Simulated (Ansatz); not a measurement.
# What went wrong? twisted h-SiC/h-AlN monolayer on bilayer, 38.21° (42 atoms)

Program: Ansatz 0.2.0. The cell: 14 Si, 14 C, 7 Al and 7 N.

Input file input.yaml:

```yaml
crystal:
  lattice:
    - [8.2415, 0.0, 0.0]
    - [-4.12075, 7.13735, 0.0]
    - [0.0, 0.0, 18.58]
  atoms:
    - { symbol: Si, position: [0.19185, 0.23846, 0.32384] }
    - { symbol: C, position: [0.2368, 0.04716, 0.32337] }
    - { symbol: Si, position: [0.33426, 0.66762, 0.32338] }
    - { symbol: C, position: [0.38211, 0.47552, 0.32316] }
    - { symbol: Si, position: [0.47648, 0.09539, 0.32304] }
    - { symbol: C, position: [0.5237, 0.9041, 0.32249] }
    - { symbol: Si, position: [0.61835, 0.52314, 0.32355] }
    - { symbol: C, position: [0.66435, 0.3348, 0.32172] }
    - { symbol: Si, position: [0.76403, 0.95421, 0.3224] }
    - { symbol: C, position: [0.81083, 0.76354, 0.3227] }
    - { symbol: Si, position: [0.90701, 0.38204, 0.3229] }
    - { symbol: C, position: [0.951, 0.19009, 0.32347] }
    - { symbol: Si, position: [0.04842, 0.80921, 0.32223] }
    - { symbol: C, position: [0.09865, 0.62106, 0.32327] }
    - { symbol: Si, position: [0.3816, 0.47391, 0.49554] }
    - { symbol: C, position: [0.42778, 0.28527, 0.49509] }
    - { symbol: Si, position: [0.52325, 0.90464, 0.49353] }
    - { symbol: C, position: [0.57132, 0.715, 0.49505] }
    [... 18 atom lines left out ...]
    - { symbol: Al, position: [0.0478, 0.23828, 0.67714] }
    - { symbol: "N", position: [0.09612, 0.47837, 0.67704] }
    - { symbol: Al, position: [0.76067, 0.80861, 0.67795] }
    - { symbol: "N", position: [0.8101, 0.04712, 0.67669] }
    - { symbol: Al, position: [0.90408, 0.52455, 0.677] }
    - { symbol: "N", position: [0.95242, 0.7639, 0.67729] }
kpoints:
  mp_grid: { grid: [2, 2, 1] }
hamiltonian:
  xc: pbe
  dispersion: d4
scf:
  occupations: { method: gaussian, width: 0.025 }
  max_iter: 80
output:
  forces: true
basis:
  ecutrho_ratio: 0
```

On the command line:

```bash
$ ansatz run input.yaml --threads 4 --pin off --max-ram 8192MiB --backend cpu --events-out ev --progress --plain --runs-dir out
```

The log of the run:

```text
Error: invalid value for `basis.ecutrho_ratio`: must be in [1, 1024]; got 0
```

The job ended after 0.03 s (4 threads of Arm Neoverse V2, shared host; peak memory 0.12 GiB).

Q: Name the fault and the fix.

A density cutoff under the waves' own: basis.ecutrho_ratio = 0.

The fix is to take out basis.ecutrho_ratio.

The program refused it before any cycle.

[Logs are printed without paths, hosts, clocks, repeated set-up lines and the standing remarks that a program may print on its own settings, such as how far it seeks lower states.]

[Hosts, paths, dates, database ids (printed as entryN), source tags and the programs' standing remarks are cut or masked in the printed files.]
